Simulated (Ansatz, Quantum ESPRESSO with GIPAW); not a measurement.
# SiO2 (Quartz): relaxing the structure ahead of an NMR calculation

Aim: relax the atoms of SiO2 (Quartz) and see how far that moves its NMR shieldings.

Main program and level: Ansatz 0.2.0; DFT, PBE, plane-wave PAW, default files, scalar-relativistic, relaxation.

**1. The structure**

Symmetry: P3_121, No. 152, trigonal system. The conventional cell has a = 4.916 Å, b = 4.916 Å, c = 5.409 Å, α = 90.00°, β = 90.00°, γ = 120.00°. Si has 4 O at 1.61 Å nearest. O has 2 Si at 1.61 Å nearest. Farther neighbours and most contacts between anions are not listed.

Ansatz does the relaxation; the shieldings come from Quantum ESPRESSO with GIPAW.

**2. A first single point**

This run solves the electrons self-consistently at fixed geometry.

input.yaml

```yaml
crystal:
  lattice:
    - [4.9158, 0.0, 0.0]
    - [-2.4579, 4.2572076799, 0.0]
    - [0.0, 0.0, 5.4091]
  atoms:
    - { symbol: Si, position: [0.4697, 0.4697, 0.0] }
    - { symbol: Si, position: [0.0, 0.5303, 0.6666666667] }
    - { symbol: Si, position: [0.5303, 0.0, 0.3333333333] }
    - { symbol: O, position: [0.8538, 0.268, 0.4523333333] }
    - { symbol: O, position: [0.732, 0.5858, 0.7856666667] }
    - { symbol: O, position: [0.4142, 0.1462, 0.119] }
    - { symbol: O, position: [0.268, 0.8538, 0.5476666667] }
    - { symbol: O, position: [0.5858, 0.732, 0.2143333333] }
    - { symbol: O, position: [0.1462, 0.4142, 0.881] }
kpoints:
  mp_grid: { grid: [4, 4, 3] }
scf:
  occupations: { method: fermi_dirac, width: 0.02 }
hamiltonian:
  xc: pbe
output:
  forces: true
  stress: true
  efg: { quadrupole_moments_barn: { O: -0.02558 } }
```

Run with:

```console
$ ansatz run input.yaml --threads 8 --pin off --max-ram 16384MiB --backend cpu --events-out ev --progress --plain --runs-dir out
```

Numbers of over 12 decimals in the logs are rounded to 6 here.

The program printed:

```text
Engine: ansatz 0.2.0, aarch64-unknown-linux-gnu
Pseudopotentials: kind: paw
Pseudopotential: Si, paw, valence charge 4, recommended cutoff 420 eV (normal), Si.paw.azcp
Pseudopotential: O, paw, valence charge 6, recommended cutoff 420 eV (normal), O.paw.azcp
Functional definition: PBE
  parameter kappa = 0.804
  parameter beta = 0.066725
  exchange = pbe_x(kappa = kappa, mu = beta*pi^2/3)
  correlation = pbe_c(beta = beta)
Crystal: 9 atoms, lattice volume = 113.199 Å³
Basis set: ecut = 420 eV, 2209 PW (Γ), exchange–correlation on 72×72×80 points (8 copies of the dense FFT grid, shifted against one another)
Bands: 33, of which v1, the nominal top of the filled ones, is band 24 counted from 1 (23 counted from 0)
Symmetry: 6 space group operations
Space group: P3121 (ITA 152), of the structure as read, at distance tolerance 4.8e-5 Å
k-points: 9 of 48 (time reversal used)
Non-local potential: Si, projectors of the file, l = 0: 2, l = 1: 2, l = 2: 2
Non-local potential: O, projectors of the file, l = 0: 2, l = 1: 2, l = 2: 1
PAW form: soft (Blöchl's): semilocal exchange-correlation on the pseudo side does not see the compensation charge
PAW one-centre angular grid: Si, 110 points (default); XC on 64 Gauss nodes
PAW one-centre angular grid: O, 110 points (default); XC on 64 Gauss nodes
Initial density: superposition of atomic densities (neutral atoms: chi_scale 0, normalization atom), corrected by the library's trained network
Initial wavefunctions: pseudopotential atomic-orbital guess
Functional: x = pbe(κ = 0.804, μ = 0.219515), c = pbe(β = 0.066725)
SCF iter   1: F=—  HF=-5322.115797 eV  |F-HF|=—  |Δ(HF+E_count)|=         —  Δρ=1.26e-3  dr2=8.82e-4  ethr=1.77e-3  ⟨swp⟩=7.1  Hψ=1569  notcnv=0  defer=1
preconditioner: auto → Resta (q_TF=auto, 2.365 Å⁻¹)  ε∞=3.0  [insulator: Δε(μ)=6.017 eV  Ē_g=17.039 eV  σ=0.020 eV  W_gap=1.00  n_scr=22 (ndim 8)  ℏωp=24.2 eV  f_vac=0.113  D(μ)=0.00/eV (n_scr^D=0)  ε∞_Penn≈3.0]
SCF iter   2: F=—  HF=-5322.119060 eV  |F-HF|=—  |Δ(HF+E_count)|=   3.26e-3  Δρ=5.78e-4  dr2=1.33e-4  ethr=1.84e-6  ⟨swp⟩=3.3  Hψ=762  notcnv=0  defer=27
SCF iter   3: F=—  HF=-5322.119568 eV  |F-HF|=—  |Δ(HF+E_count)|=   5.07e-4  Δρ=1.68e-4  dr2=1.41e-5  ethr=2.77e-7  ⟨swp⟩=2.0  Hψ=422  notcnv=0  defer=18
automatic band count: iteration 3 solves 32 bands in place of 33: the levels show a gap, and the empty bands left out lie too high to hold charge; the band table lists the bands solved (type scf.n_extra_bands for more)
SCF iter   4: F=—  HF=-5322.119598 eV  |F-HF|=—  |Δ(HF+E_count)|=   3.09e-5  Δρ=3.89e-5  dr2=1.62e-6  ethr=2.93e-8  ⟨swp⟩=2.0  Hψ=462  notcnv=0  defer=18
SCF iter   5: F=—  HF=-5322.119600 eV  |F-HF|=—  |Δ(HF+E_count)|=   1.71e-6  Δρ=2.01e-5  dr2=3.13e-7  ethr=3.37e-9  ⟨swp⟩=2.1  Hψ=437  notcnv=0  defer=18
SCF iter   6: F=-5322.119600 eV  HF=-5322.119600 eV  |F-HF|=1.62e-8  |Δ(HF+E_count)|=   3.52e-7  Δρ=2.61e-6  dr2=8.35e-9  ethr=2.08e-10  ⟨swp⟩=4.6  Hψ=986  notcnv=0
SCF 1 converged in 6 iterations: F = -5322.119600 eV  dr2 = 8.35e-9
[...]
SCF converged after 6 iterations
Free energy (F): -5322.119600 eV
Harris-Foulkes:  -5322.119600 eV  (|F-HF|=1.62e-8)
Internal energy: -5322.119600 eV  (E = F + TS)
E sigma→0 (E₀):  -5322.119600 eV
Fermi energy:    5.542434 eV
--- Per-component energies (eV) ---
  E_band       = -205.711167
  E_kinetic    = 1211.160646
  E_local      = -2960.023934  (includes V_loc(G=0)·N_el)
  E_nonlocal   = 361.553544
  E_hartree    = 1062.313296
  E_xc         = -613.783310
  E_vxc        = -712.564390  (∫ρ·V_xc dr)
  E_paw        = -2494.380598  (= ΣΔE_a)
  E_vpaw       = -230.482089  (= ΣTr[D̂ρ^β])
  E_aug_tail   = 0.015658  (compensation charges beyond the density's cutoff)
  E_ewald      = -1888.974903
  E_smearing   = -0.000000  (= −TS)
  E_closure    = 0.000000  (closes the sum)
  Σ components = -5322.119600   (vs F -5322.119600, Δ=0.00e0)
--- Forces (eV/Å), atoms counted from 1 ---
  atom   1  Si     0.01053889     0.01825389     0.00000000
  atom   2  Si     0.01053889    -0.01825389     0.00000000
  atom   3  Si    -0.02107777     0.00000000     0.00000000
  atom   4  O      0.34499496    -0.01986102    -0.17690651
  atom   5  O     -0.15529733     0.30870491    -0.17690651
  atom   6  O     -0.18969763    -0.28884389    -0.17690651
  atom   7  O     -0.18969763     0.28884389     0.17690651
  atom   8  O      0.34499496     0.01986102     0.17690651
  atom   9  O     -0.15529733    -0.30870491     0.17690651
  max |Σ_I F_I| component: 5.55e-17 eV/Å
--- Stress (GPa, compression-positive) ---
        7.100456      -0.000000       0.000000
       -0.000000       7.100456       0.000000
        0.000000       0.000000       7.168408
  P = ⅓ Tr σ = 7.1231 GPa (71.231 kbar)
--- PAW observables at the nuclei: V_zz in 10²¹ V/m², potentials from the cell's mean, atoms counted from 1 ---
  atom   1  Si V_zz =    +0.819609   η = 0.5640   by run symmetry: allowed
            electrostatic potential = -1355.116066 V   contact ρ = none
  atom   2  Si V_zz =    +0.819609   η = 0.5640   by run symmetry: allowed
            electrostatic potential = -1355.116066 V   contact ρ = none
  atom   3  Si V_zz =    +0.819609   η = 0.5640   by run symmetry: allowed
            electrostatic potential = -1355.116066 V   contact ρ = none
  atom   4  O  V_zz =    +9.149840   η = 0.1944   by run symmetry: allowed   C_q = -5.6594 MHz
            electrostatic potential = -619.384918 V   contact ρ = none
  atom   5  O  V_zz =    +9.149840   η = 0.1944   by run symmetry: allowed   C_q = -5.6594 MHz
            electrostatic potential = -619.384918 V   contact ρ = none
  atom   6  O  V_zz =    +9.149840   η = 0.1944   by run symmetry: allowed   C_q = -5.6594 MHz
            electrostatic potential = -619.384918 V   contact ρ = none
  atom   7  O  V_zz =    +9.149840   η = 0.1944   by run symmetry: allowed   C_q = -5.6594 MHz
            electrostatic potential = -619.384918 V   contact ρ = none
  atom   8  O  V_zz =    +9.149840   η = 0.1944   by run symmetry: allowed   C_q = -5.6594 MHz
            electrostatic potential = -619.384918 V   contact ρ = none
  atom   9  O  V_zz =    +9.149840   η = 0.1944   by run symmetry: allowed   C_q = -5.6594 MHz
            electrostatic potential = -619.384918 V   contact ρ = none
```

Wall time 0.6 s (8 threads of Arm Neoverse V2, shared host); peak memory 0.41 GiB.

The column dr2 measures how far the density is from self-consistency, as an energy; F and HF (Harris–Foulkes) agree once it is small.

| Quantity | Value |
| --- | --- |
| free energy | -5322.1196 eV |
| Fermi energy | 5.542 eV |
| gap by band count | 6.020 eV |
| electrons | 48 |
| symmetry operations | 6 |
| pressure | 7.123 GPa |

Forces of up to 0.39 eV/Å remain, so this geometry is not at rest at this level. At 7.1 GPa the cell is away from the equilibrium volume of this level: left free, it would expand.

**3. Relaxing the atoms**

The atoms that the input leaves free are moved downhill until their forces fall under the threshold; the cell stays fixed.

input.yaml, as its differences from that of step 2:

```diff
@@ -18,8 +18,9 @@
 scf:
-  occupations: { method: fermi_dirac, width: 0.02 }
+  occupations: { method: fixed }
 hamiltonian:
   xc: pbe
+relax:
+  f_tol: 0.015
+  max_steps: 80
 output:
   forces: true
-  stress: true
-  efg: { quadrupole_moments_barn: { O: -0.02558 } }
```

The program printed:

```text
[...]
Crystal: 9 atoms, lattice volume = 113.199 Å³
Basis set: ecut = 420 eV, 2209 PW (Γ), exchange–correlation on 72×72×80 points (8 copies of the dense FFT grid, shifted against one another)
Bands: 33, of which v1, the nominal top of the filled ones, is band 24 counted from 1 (23 counted from 0)
Symmetry: 6 space group operations
[...]
k-points: 9 of 48 (time reversal used)
[...]
SCF iter   1: F=—  HF=-5322.117313 eV  |F-HF|=—  |Δ(HF+E_count)|=         —  Δρ=1.31e-3  dr2=9.96e-4  ethr=1.77e-3  ⟨swp⟩=5.0  Hψ=1352  notcnv=0  defer=54
[...]
SCF iter   6: F=-5322.119600 eV  HF=-5322.119600 eV  |F-HF|=1.11e-8  |Δ(HF+E_count)|=   3.75e-7  Δρ=2.17e-6  dr2=4.54e-9  ethr=2.80e-10  ⟨swp⟩=1.3  Hψ=800  notcnv=0
SCF 1 converged in 6 iterations: F = -5322.119600 eV  dr2 = 4.54e-9
[...]
relax step   1: F+E_penalty+E_count = -5322.11960048 eV  Δ(F+E_penalty+E_count) = +0.000e0 eV  max|allowed force component| = 3.450e-1 eV/Å  Δτ_max = 0.0000 Å  (6 SCF iters, dr2 threshold 5.63e-6 eV, accepted)
[...]
relax step   2: F+E_penalty+E_count = -5322.13720392 eV  Δ(F+E_penalty+E_count) = -1.760e-2 eV  max|allowed force component| = 2.717e-1 eV/Å  Δτ_max = 0.0094 Å  (4 SCF iters, dr2 threshold 7.44e-6 eV, accepted)
[...]
relax step   3: F+E_penalty+E_count = -5322.16482988 eV  Δ(F+E_penalty+E_count) = -2.763e-2 eV  max|allowed force component| = 3.528e-1 eV/Å  Δτ_max = 0.0441 Å  (5 SCF iters, dr2 threshold 4.61e-6 eV, accepted)
[...]
relax step   4: F+E_penalty+E_count = -5322.17336028 eV  Δ(F+E_penalty+E_count) = -8.530e-3 eV  max|allowed force component| = 1.609e-2 eV/Å  Δτ_max = 0.0078 Å  (4 SCF iters, dr2 threshold 7.72e-5 eV, accepted)
[...]
relax step   5: F+E_penalty+E_count = -5322.17336124 eV  Δ(F+E_penalty+E_count) = -9.530e-7 eV  max|allowed force component| = 1.614e-2 eV/Å  Δτ_max = 0.0000 Å  (4 SCF iters, accepted)
[...]
relax step   6: F+E_penalty+E_count = -5322.17349086 eV  Δ(F+E_penalty+E_count) = -1.296e-4 eV  max|allowed force component| = 6.866e-3 eV/Å  Δτ_max = 0.0033 Å  (4 SCF iters, accepted)
SCF converged after 4 iterations
Free energy (F): -5322.173491 eV
[...]
Internal energy: -5322.173491 eV  (E = F + TS)
E sigma→0 (E₀):  -5322.173491 eV
Fermi energy:    2.524467 eV
[...]
--- Forces (eV/Å), atoms counted from 1 ---
  atom   1  Si     0.00343317     0.00594643    -0.00000000
  atom   2  Si     0.00343317    -0.00594643     0.00000000
  atom   3  Si    -0.00686634    -0.00000000    -0.00000000
  atom   4  O     -0.00043373    -0.00088753    -0.00195647
  atom   5  O      0.00098549     0.00006814    -0.00195647
  atom   6  O     -0.00055176     0.00081939    -0.00195647
  atom   7  O     -0.00055176    -0.00081939     0.00195647
  atom   8  O     -0.00043373     0.00088753     0.00195647
  atom   9  O      0.00098549    -0.00006814     0.00195647
  max |Σ_I F_I| component: 2.19e-17 eV/Å
--- Relaxed structure (6 steps of the walk, 6 accepted, 0 SCFs on fresh bases) ---
  F+E_penalty+E_count = -5322.17349086 eV   max|allowed force component| = 6.866e-3 eV/Å
  atoms:
    - { symbol: Si, position: [0.465799, 0.465799, 0] }
    - { symbol: Si, position: [0.0, 0.534201, 0.666667] }
    - { symbol: Si, position: [0.534201, -2.9119314569397023e-19, 0.333333] }
    - { symbol: O, position: [0.864145, 0.274244, 0.446118] }
    - { symbol: O, position: [0.725756, 0.589901, 0.779452] }
    - { symbol: O, position: [0.410099, 0.135855, 0.112785] }
    - { symbol: O, position: [0.274244, 0.864145, 0.553882] }
    - { symbol: O, position: [0.589901, 0.725756, 0.220548] }
    - { symbol: O, position: [0.135855, 0.410099, 0.887215] }
```

It took 1.7 s on 8 threads; peak memory 0.41 GiB; 10 s of CPU time.

The steps of the relaxation:

```
step  energy less that of the first step (eV)  largest force component (eV/Å)
   1                                   0.0000                          0.3450
   2                                  -0.0176                          0.2717
   3                                  -0.0452                          0.3528
   4                                  -0.0538                          0.0161
   5                                  -0.0538                          0.0161
   6                                  -0.0539                          0.0069
```

The run keeps the 6 symmetry operations that it works with, so distortions that break them were not tested.

The atoms that moved most (Å):

```csv
atom,dx,dy,dz,length
O5,-0.041,0.017,-0.034,0.056
O8,0.036,-0.027,0.034,0.056
O9,-0.041,-0.017,0.034,0.056
O6,0.005,-0.044,-0.034,0.056
O7,0.005,0.044,0.034,0.056
O4,0.036,0.027,-0.034,0.056
Si3,0.019,0.000,0.000,0.019
Si2,-0.010,0.017,0.000,0.019
```

Final coordinates:

```cif
data_structure
_symmetry_space_group_name_H-M 'P 1'
_symmetry_Int_Tables_number 1
_cell_length_a 4.9158
_cell_length_b 4.9158
_cell_length_c 5.4091
_cell_angle_alpha 90.000
_cell_angle_beta 90.000
_cell_angle_gamma 120.000
_cell_volume 113.20
loop_
_atom_site_label
_atom_site_type_symbol
_atom_site_fract_x
_atom_site_fract_y
_atom_site_fract_z
_atom_site_occupancy
Si1 Si 0.46580 0.46580 0.00000 1
Si2 Si 0.00000 0.53420 0.66667 1
Si3 Si 0.53420 0.00000 0.33333 1
O4 O 0.86414 0.27424 0.44612 1
O5 O 0.72576 0.58990 0.77945 1
O6 O 0.41010 0.13586 0.11279 1
O7 O 0.27424 0.86414 0.55388 1
O8 O 0.58990 0.72576 0.22055 1
O9 O 0.13586 0.41010 0.88721 1
```

The relaxation ends 6.0 meV an atom lower, with a largest force component of 0.0069 eV/Å.

**4. Shieldings on the relaxed structure**

The current that a uniform magnetic field induces gives the shielding at each nucleus.

pw.x and gipaw.x (a patched development version of Quantum ESPRESSO), PBE, 55 Ry, mesh 3×3×3.

nmr.in

```
&inputgipaw
  job = 'nmr'
  prefix = 'x'
  tmp_dir = './tmp/'
  restart_mode = 'from_scratch'
  verbosity = 'low'
  q_gipaw = 0.01
  spline_ps = .true.
  conv_threshold = 1.0d-14
  use_nmr_macroscopic_shape = .false.
  pawproj(1) = .true.
  pawproj(2) = .true.
/
```

Run with:

```console
$ mpirun -np 8 gipaw.x -in nmr.in > nmr.out
```

The program printed:

```text
[a note of our patched build left out]

     Parallelizing q-star over 1 images

     IMPORTANT: XC functional enforced from input :
     Exchange-correlation= PBE
                           (   1   4   3   4   0   0   0)
     Any further DFT definition will be discarded
     Please, verify this is what you really want

     Check: negative core charge=   -0.000003
     scalapack distributed-memory algorithm (size of sub-group:  2*  2 procs)
[...]
WARNING: some symmetry operations do not permute x, y and z, so the susceptibility and the shape term are
     wrong: all shieldings move alike (in wurtzite BN nosym gave 13 and 6 ppm more at 3 and 6 points an axis).
     Run pw.x with nosym, and raise the mesh until the susceptibility stays

     alpha_pv=     38.6428 eV

     spline_ps is .false., expect some extrapolation errors

     q-space interpolation up to    66.00 Rydberg

     GIPAW job: nmr
     NMR macroscopic correction: no
[...]
Computing the magnetic susceptibility     isolve=0    ethr=  0.1000E-13
     Starting from scratch
[...]
Total NMR chemical shifts in ppm: ---------------------------------------
     (adopting the Simpson convention for anisotropy and asymmetry)-----------

     Atom  1  Si  pos: (  0.232900  0.403394  0.000000)  Total sigma:         428.43
[...]
Si      1    anisotropy:     -6.06    eta:    0.5284
[...]
Atom  2  Si  pos: ( -0.267100  0.462631  0.733567)  Total sigma:         428.43
[...]
Atom  3  Si  pos: (  0.534201  0.000000  0.366783)  Total sigma:         428.43
[...]
Atom  4  O   pos: (  0.727023  0.237502  0.490886)  Total sigma:         204.83
[...]
O       4    anisotropy:     72.29    eta:    0.1382
[...]
Atom  5  O   pos: (  0.430806  0.510869  0.857670)  Total sigma:         204.83
[...]
Atom  6  O   pos: (  0.342171  0.117654  0.124103)  Total sigma:         204.83
[...]
Atom  7  O   pos: ( -0.157829  0.748371  0.609463)  Total sigma:         204.83
[...]
Atom  8  O   pos: (  0.227023  0.628523  0.242680)  Total sigma:         204.83
[...]
Atom  9  O   pos: ( -0.069194  0.355156  0.976247)  Total sigma:         204.83
[...]
```

The job ended after 96 s (8 MPI ranks; peak memory 0.66 GiB; 13 min of CPU time).

Before and after:

| site | atom no. | mean bond before (Å) | after (Å) | σ_iso before (ppm) | after (ppm) |
| --- | --- | --- | --- | --- | --- |
| Si | 1 | 1.609 | 1.625 | 431.9 | 428.4 |
| O | 4 | 1.609 | 1.625 | 210.1 | 204.8 |

**5. What came out**

| Item | Value |
| --- | --- |
| σ_iso of Si | 428.4 ppm |
| σ_iso of O | 204.8 ppm |

In words: The largest change of shielding is -5.3 ppm, on O. The largest move of an atom is 0.056 Å in the cell's frame. In PBE checks against another PAW code, field gradients made this way came out 2 to 6 % larger on O (three silicas and corundum) and 10 % smaller on Al (corundum alone). This build of gipaw.x prints that it is not audited and that its numbers are no references by themselves. The session's other runs are not shown; 0 of its 17 runs failed.

[Banner, clock, file and message-heading lines were taken out of the pw.x and gipaw.x logs.]

[Logs are printed without paths, hosts, clocks, repeated set-up lines and the standing remarks that a program may print on its own settings, such as how far it seeks lower states.]

[Hosts, paths, dates, database ids (printed as entryN), source tags and the programs' standing remarks are cut or masked in the printed files.]
